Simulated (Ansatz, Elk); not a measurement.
**How far do independent atoms describe VFeGe2?**

Structure refinements treat a crystal as free atoms side by side. For a made-up structure of VFeGe2 (cell and positions from a PBE relaxation) the runs below show what the calculated density changes in F(hkl).

Calculated with Elk 11.2.3 (patched build); DFT, PBE, all-electron APW+lo, Dirac cores, scalar-relativistic bands, static density, ferromagnetic start.

The structure was built from a prototype and need not be the compound's stable phase.

## (1) The starting structure

The structure is tetragonal, space group P4/nmm (No. 129). The conventional cell has a = 3.602 Å, b = 3.602 Å, c = 8.799 Å, α = 90.00°, β = 90.00°, γ = 90.00°. Nearest to Ge lie 4 Ge at 2.55 Å and 4 V at 2.65 Å. Ge has 4 Fe at 2.47 Å and 4 V at 2.66 Å nearest. Nearest to Fe lie 4 Ge at 2.47 Å and 4 Fe at 2.55 Å. V has 8 Ge at 2.65 to 2.66 Å nearest. Farther neighbours are not listed.

## (2) Ground state and structure factors

An all-electron density is needed, since X-rays see the cores too. Task 0 finds the density and task 195 Fourier-transforms it; tshift is off so that phases refer to the origin typed.

File elk.in:

```
tasks
  0
  195
  196

xctype
  20

spinpol
  .true.

rgkmax
  7.0

gmaxvr
  14.0

lmaxo
  7

lmaxapw
  8

swidth
  0.002

tshift
  .false.

ramdisk
  .false.

hmaxvr
  5.5

maxscl
  120

epspot
  1e-06

reducebf
  0.8

sppath
  './'

avec
  6.80772963230 -0.00000000000 0.00000000000
  -0.00000000000 6.80772963230 0.00000000000
  0.00000000000 0.00000000000 16.62772513397

atoms
  3
  'Ge.in'
  4
  -0.0000000000 0.0000000000 0.5000000000   0.000000 0.000000 0.000000
  0.5000000000 0.5000000000 0.5000000000   0.000000 0.000000 0.000000
  0.5000000000 -0.0000000000 0.8072711973   0.000000 0.000000 0.000000
  -0.0000000000 0.5000000000 0.1927288027   0.000000 0.000000 0.000000
  'Fe.in'
  2
  0.5000000000 0.5000000000 -0.0000000000   0.000000 0.000000 -0.120000
  0.0000000000 -0.0000000000 -0.0000000000   0.000000 0.000000 -0.120000
  'V.in'
  2
  -0.0000000000 0.5000000000 0.7213632589   0.000000 0.000000 -0.030000
  0.5000000000 0.0000000000 0.2786367411   0.000000 0.000000 -0.030000

ngridk
  5 5 3
```

The run is started by

```console
OMP_NUM_THREADS=4 elk
```

Numbers of over 12 decimals in the logs are rounded to 6 here.

Log:

```text
┌─────────────────────────┐
│ Elk code version 11.2.3 │
└─────────────────────────┘

All units are atomic (Hartree, Bohr, etc.)

┌─────────────────────────────────────────────────┐
│ Ground-state run starting from atomic densities │
└─────────────────────────────────────────────────┘

Lattice vectors :
   6.807729632      -0.000000000       0.000000000
  -0.000000000       6.807729632       0.000000000
   0.000000000       0.000000000       16.62772513

Reciprocal lattice vectors :
  0.9229487137       0.000000000      -0.000000000
   0.000000000      0.9229487137      -0.000000000
  -0.000000000      -0.000000000      0.3778740180

Unit cell volume      :    770.6149600
Brillouin zone volume :   0.3218860603

Muffin-tin inner radius fraction :   0.1000000000E-01

Nuclei treated as point charges

Species : 1 (Ge)
 parameters loaded from : Ge.in
 name : germanium
 nuclear charge    :   -32.00000000
 electronic charge :    32.00000000
 atomic mass :    132414.6196
 muffin-tin radius :    2.312521294
 number of radial points in muffin-tin :    993
 inner part over the whole radius :   0.9857935526E-02
 number on inner part of muffin-tin    :    701
 approximate nuclear radius :   0.7637961215E-04
 number of mesh points to nuclear radius :    341
 atomic positions (lattice), magnetic fields (Cartesian) :
  1 :   0.00000000  0.00000000  0.50000000    0.00000000  0.00000000  0.00000000
  2 :   0.50000000  0.50000000  0.50000000    0.00000000  0.00000000  0.00000000
  3 :   0.50000000  0.00000000 -0.19272880    0.00000000  0.00000000  0.00000000
  4 :   0.00000000  0.50000000  0.19272880    0.00000000  0.00000000  0.00000000

Species : 2 (Fe)
 parameters loaded from : Fe.in
 name : iron
 nuclear charge    :   -26.00000000
 electronic charge :    26.00000000
 atomic mass :    101799.2075
 muffin-tin radius :    2.312521294
 number of radial points in muffin-tin :    993
 inner part over the whole radius :   0.9849352994E-02
 number on inner part of muffin-tin    :    699
 approximate nuclear radius :   0.7160107270E-04
 number of mesh points to nuclear radius :    332
 atomic positions (lattice), magnetic fields (Cartesian) :
  1 :   0.50000000  0.50000000  0.00000000    0.00000000  0.00000000 -0.12000000
  2 :   0.00000000  0.00000000  0.00000000    0.00000000  0.00000000 -0.12000000

Species : 3 (V)
 parameters loaded from : V.in
 name : vanadium
 nuclear charge    :   -23.00000000
 electronic charge :    23.00000000
 atomic mass :    92860.67382
 muffin-tin radius :    2.400000000
 number of radial points in muffin-tin :    993
 inner part over the whole radius :   0.9920165687E-02
 number on inner part of muffin-tin    :    699
 approximate nuclear radius :   0.6897515165E-04
 number of mesh points to nuclear radius :    327
 atomic positions (lattice), magnetic fields (Cartesian) :
  1 :   0.00000000  0.50000000 -0.27863674    0.00000000  0.00000000 -0.03000000
  2 :   0.50000000  0.00000000  0.27863674    0.00000000  0.00000000 -0.03000000

Total number of atoms per unit cell :    8
Total muffin-tin volume :    426.6231727
 ratio of muffin-tin to unit cell volume :   0.5536139251

Spin treatment :
 spin-polarised
 global magnetic field (Cartesian) :    0.000000000       0.000000000       0.000000000
 collinear magnetisation in z-direction

Number of Bravais lattice symmetries :   16
Number of crystal symmetries         :   16
Crystal has no inversion symmetry
Complex Hermitian eigensolver will be used

k-point grid :      5     5     3
k-point offset :    0.000000000       0.000000000       0.000000000
k-point set is reduced with full crystal symmetry group
Total number of k-points :       12

Muffin-tin radius times maximum |G+k| :    7.000000000
 using average radius
Maximum |G+k| for APW functions       :    2.998640797
Maximum (1/2)|G+k|²                   :    4.495923315
Maximum |G| for potential and density :    14.00000000
Constant for pseudocharge density :    8
 order of it for each species :   15  15  15
[...]
Absolute change in total energy (target)   :   0.5388527054     (  0.1000000000E-03)

[... loops 3 to 25 left out ...]

┌──────────────────┐
│ Loop number : 26 │
└──────────────────┘

Energies :
 Fermi                       :     0.340577
 sum of occupied eigenvalues :     -7394.8804231339
 electron kinetic            :      13072.513538352
 core electron kinetic       :      11996.088647702
 Coulomb                     :     -25391.090301790
 Coulomb potential           :     -19789.000755056
 nuclear-nuclear             :     -2008.6465535831
 electron-nuclear            :     -27037.815979438
 Hartree                     :      3655.3722312313
 Madelung                    :     -15496.589924262
 xc potential                :     -678.13173881426
 xc effective B-field        :    -0.261461
 external B-field            :      0.000000
 exchange                    :     -511.26014278245
 correlation                 :     -10.806122908602
 electron entropic           :    -0.13447634028143E-02
 total energy                :     -12840.644373893
 (external B-field energy excluded from total)

Density of states at Fermi energy :    95.38733980
 (states/Hartree/unit cell)

Estimated indirect band gap :   0.9196840171E-03
 from k-point 10 to k-point 10
Estimated direct band gap   :   0.9196840171E-03
 at k-point 10

Charges :
 core                        :    112.0000000
 valence                     :    114.0000000
 interstitial                :    11.06640230
 muffin-tins (core leakage)
  species : 1 (Ge)
[...]
species : 2 (Fe)
[...]
species : 3 (V)
[...]
total in muffin-tins        :    214.9335977
 total calculated charge     :    225.9971261
 total charge                :    226.0000000
 error                       :   0.2873853272E-02

Moments :
 interstitial                :   0.3467862166E-01
 muffin-tins
  species : 1 (Ge)
[...]
species : 2 (Fe)
[...]
species : 3 (V)
[...]
total in muffin-tins        :    5.964746202
 total moment                :    5.999424824

RMS change in Kohn-Sham potential (target) :   0.8594940468E-06 (  0.1000000000E-05)
Absolute change in total energy (target)   :   0.6501424650E-05 (  0.1000000000E-03)

Convergence targets achieved

┌──────────────────┐
│ Loop number : 27 │
└──────────────────┘

Energies :
 Fermi                       :     0.340577
 sum of occupied eigenvalues :     -7394.8804154395
 electron kinetic            :      13072.513523138
 core electron kinetic       :      11996.088645304
 Coulomb                     :     -25391.090286777
 Coulomb potential           :     -19789.000769812
 nuclear-nuclear             :     -2008.6465535831
 electron-nuclear            :     -27037.815937629
 Hartree                     :      3655.3722044353
 Madelung                    :     -15496.589901871
 xc potential                :     -678.13170445091
 xc effective B-field        :    -0.261457
 external B-field            :      0.000000
 exchange                    :     -511.26013970390
 correlation                 :     -10.806123084417
 electron entropic           :    -0.13448136070466E-02
 total energy                :     -12840.644371241
 (external B-field energy excluded from total)

Density of states at Fermi energy :    95.39054628
 (states/Hartree/unit cell)

Estimated indirect band gap :   0.9203598531E-03
 from k-point 10 to k-point 10
Estimated direct band gap   :   0.9203598531E-03
 at k-point 10

Charges :
 core                        :    112.0000000
 valence                     :    114.0000000
 interstitial                :    11.06640128
 muffin-tins (core leakage)
  species : 1 (Ge)
[...]
species : 2 (Fe)
[...]
atom 2                    :    24.90927978     ( -0.2236716927E-06)
  species : 3 (V)
   atom 1                    :    21.57841874     ( -0.2221830222E-06)
   atom 2                    :    21.57841874     ( -0.2221830222E-06)
 total in muffin-tins        :    214.9335987
 total calculated charge     :    225.9971261
 total charge                :    226.0000000
 error                       :   0.2873852099E-02

Moments :
 interstitial                :   0.3468426724E-01
 muffin-tins
  species : 1 (Ge)
[...]
species : 2 (Fe)
[...]
atom 2                    :    2.456736278
  species : 3 (V)
   atom 1                    :   0.6109504489
   atom 2                    :   0.6109504489
 total in muffin-tins        :    5.964721590
 total moment                :    5.999405857

┌──────────────────────────────┐
│ Self-consistent loop stopped │
└──────────────────────────────┘

Warning : core states of species 1 leak from the muffin-tin :   0.5587214060E-03

Wrote STATE.OUT
```

Elapsed: 4.8 min, on 4 threads of AMD EPYC 9R14 (Zen 4), shared host; peak memory 0.71 GiB.

SFACRHO.OUT:

```text

h k l indices transformed by vhmat matrix:
   1.000000000       0.000000000       0.000000000    
   0.000000000       1.000000000       0.000000000    
   0.000000000       0.000000000       1.000000000    

      h      k      l  multipl.   |H|            Re(F)            Im(F)           |F|

      0      0      0      1   0.0000000       226.00000     -0.83008769E-17   226.00000    
      0      0     -1      2  0.37787402       2.2597869      0.18715254E-13   2.2597869    
      0      0      2      2  0.75574804       23.488771      0.50798547E-13   23.488771    
     -1      0      0      4  0.92294871      0.53472154E-14 -0.11733808E-13  0.12894765E-13
      1      0      1      4  0.99730793     -0.60156174E-14   14.656744       14.656744    
      0     -1      1      4  0.99730793      0.53472154E-14  -14.656744       14.656744    
      0      0     -3      2   1.1336221      -39.696305      0.72187409E-13   39.696305    
     -1      0      2      4   1.1928912      0.26736077E-14   47.302055       47.302055    
      0     -1      2      4   1.1928912     -0.13368039E-13  -47.302055       47.302055    
      1     -1      0      4   1.3052466       6.2634042      0.57899877E-14   6.2634042    
      1     -1      1      8   1.3588442      -22.926429     -0.21388862E-13   22.926429    
      0     -1      3      4   1.4618253     -0.80208232E-14  -4.3448581       4.3448581    
      1      0      3      4   1.4618253     -0.13368039E-14   4.3448581       4.3448581    
      1      1      2      8   1.5082519       153.95225     -0.21388862E-13   153.95225    
      0      0      4      2   1.5114961       117.39547      0.50798547E-13   117.39547    
     -1      1      3      8   1.7288053       14.837964     -0.74861016E-13   14.837964    
     -1      0     -4      4   1.7710039     -0.28072881E-13   65.295075       65.295075    
      1      0      4      4   1.7710039     -0.28072881E-13  -65.295075       65.295075
```

Elk indexes on the primitive cell of elk.in and gives |H| = 4π sin θ/λ in inverse bohr. Below, one row stands for each form hkl of the conventional cell (m members, Friedel mates merged), F is for one primitive cell and the density is static (no thermal factor). Free-atom factors are Waasmaier and Kirfel's, and R is Σm||F|−|F'||/Σm|F|.

| hkl | m | sin θ/λ (Å⁻¹) | abs F, DFT | neutral atoms | diff. | abs of complex diff. |
| --- | --- | --- | --- | --- | --- | --- |
| 001 | 2 | 0.057 | 2.260 | 2.085 | +0.175 | 0.175 |
| 002 | 2 | 0.114 | 23.489 | 23.354 | +0.135 | 0.135 |
| 100 | 4 | 0.139 | 0.000 | 0.000 | +0.000 | 0.000 |
| 101 | 8 | 0.150 | 14.657 | 14.745 | -0.088 | 0.088 |
| 003 | 2 | 0.171 | 39.696 | 39.757 | -0.061 | 0.061 |
| 102 | 8 | 0.179 | 47.302 | 47.158 | +0.144 | 0.144 |
| 110 | 4 | 0.196 | 6.263 | 6.107 | +0.157 | 0.157 |
| 111 | 8 | 0.204 | 22.926 | 22.850 | +0.076 | 0.076 |
| 103 | 8 | 0.220 | 4.345 | 4.667 | -0.322 | 0.322 |
| 112 | 8 | 0.227 | 153.952 | 154.732 | -0.780 | 0.780 |
| 004 | 2 | 0.227 | 117.395 | 118.138 | -0.743 | 0.743 |
| 113 | 8 | 0.260 | 14.838 | 14.920 | -0.082 | 0.082 |
| 104 | 8 | 0.266 | 65.295 | 65.861 | -0.566 | 0.566 |
| 200 | 4 | 0.278 | 154.512 | 155.756 | -1.244 | 1.244 |

## (3) The magnetisation density

The same run holds the spin density, and task 196 transforms it. The order is that of the start, and no other was tried.

SFACMAG_1.OUT:

```text

h k l indices transformed by vhmat matrix:
   1.000000000       0.000000000       0.000000000    
   0.000000000       1.000000000       0.000000000    
   0.000000000       0.000000000       1.000000000    

      h      k      l  multipl.   |H|            Re(F)            Im(F)           |F|

      0      0      0      1   0.0000000       5.9994061      0.46825059E-18   5.9994061    
      0      0     -1      2  0.37787402       4.4587113     -0.25065072E-15   4.4587113    
      0      0      2      2  0.75574804       3.3945425      0.16710048E-15   3.3945425    
     -1      0      0      4  0.92294871     -0.83550241E-16 -0.29476440E-15  0.30637672E-15
      1      0      1      4  0.99730793     -0.31331341E-15 -0.97982933      0.97982933    
      0     -1      1      4  0.99730793      0.12532536E-15  0.97982933      0.97982933    
      0      0     -3      2   1.1336221       4.4140193      0.25065072E-15   4.4140193    
     -1      0      2      4   1.1928912      0.83550241E-16  0.29283317      0.29283317    
      0     -1      2      4   1.1928912     -0.83550241E-16 -0.29283317      0.29283317    
      1     -1      0      4   1.3052466       2.9118002      0.24070979E-15   2.9118002    
      1     -1      1      8   1.3588442       3.6738538      0.83550241E-16   3.6738538    
      0     -1      3      4   1.4618253     -0.20887560E-15 -0.51501482      0.51501482    
      1      0      3      4   1.4618253       0.0000000      0.51501482      0.51501482    
      1      1      2      8   1.5082519       3.7777063     -0.58485169E-15   3.7777063    
      0      0      4      2   1.5114961       3.6414434     -0.29242584E-15   3.6414434    
     -1      1      3      8   1.7288053       2.5103470      0.83550241E-16   2.5103470
```

The total moment is 6.00 μB a cell; sphere moments: Ge1 -0.02, Ge2 -0.02, Ge3 -0.07, Ge4 -0.07, Fe5 +2.46, Fe6 +2.46, V7 +0.61, V8 +0.61 μB. Polarised neutrons measure spin and orbital magnetisation together; without spin-orbit coupling the run gives the spin part:

| hkl | sin θ/λ (Å⁻¹) | abs F_M (μB) |
| --- | --- | --- |
| 001 | 0.057 | 4.459 |
| 002 | 0.114 | 3.394 |
| 100 | 0.139 | 0.000 |
| 101 | 0.150 | 0.980 |
| 003 | 0.171 | 4.414 |
| 102 | 0.179 | 0.293 |
| 110 | 0.196 | 2.912 |
| 111 | 0.204 | 3.674 |
| 103 | 0.220 | 0.515 |
| 112 | 0.227 | 3.778 |
| 004 | 0.227 | 3.641 |
| 113 | 0.260 | 2.510 |
| 104 | 0.266 | 0.321 |
| 200 | 0.278 | 3.060 |

[end of part 1 of 2]

[Logs are printed without paths, hosts, clocks, repeated set-up lines and the standing remarks that a program may print on its own settings, such as how far it seeks lower states.]

[Hosts, paths, dates, database ids (printed as entryN), source tags and the programs' standing remarks are cut or masked in the printed files.]
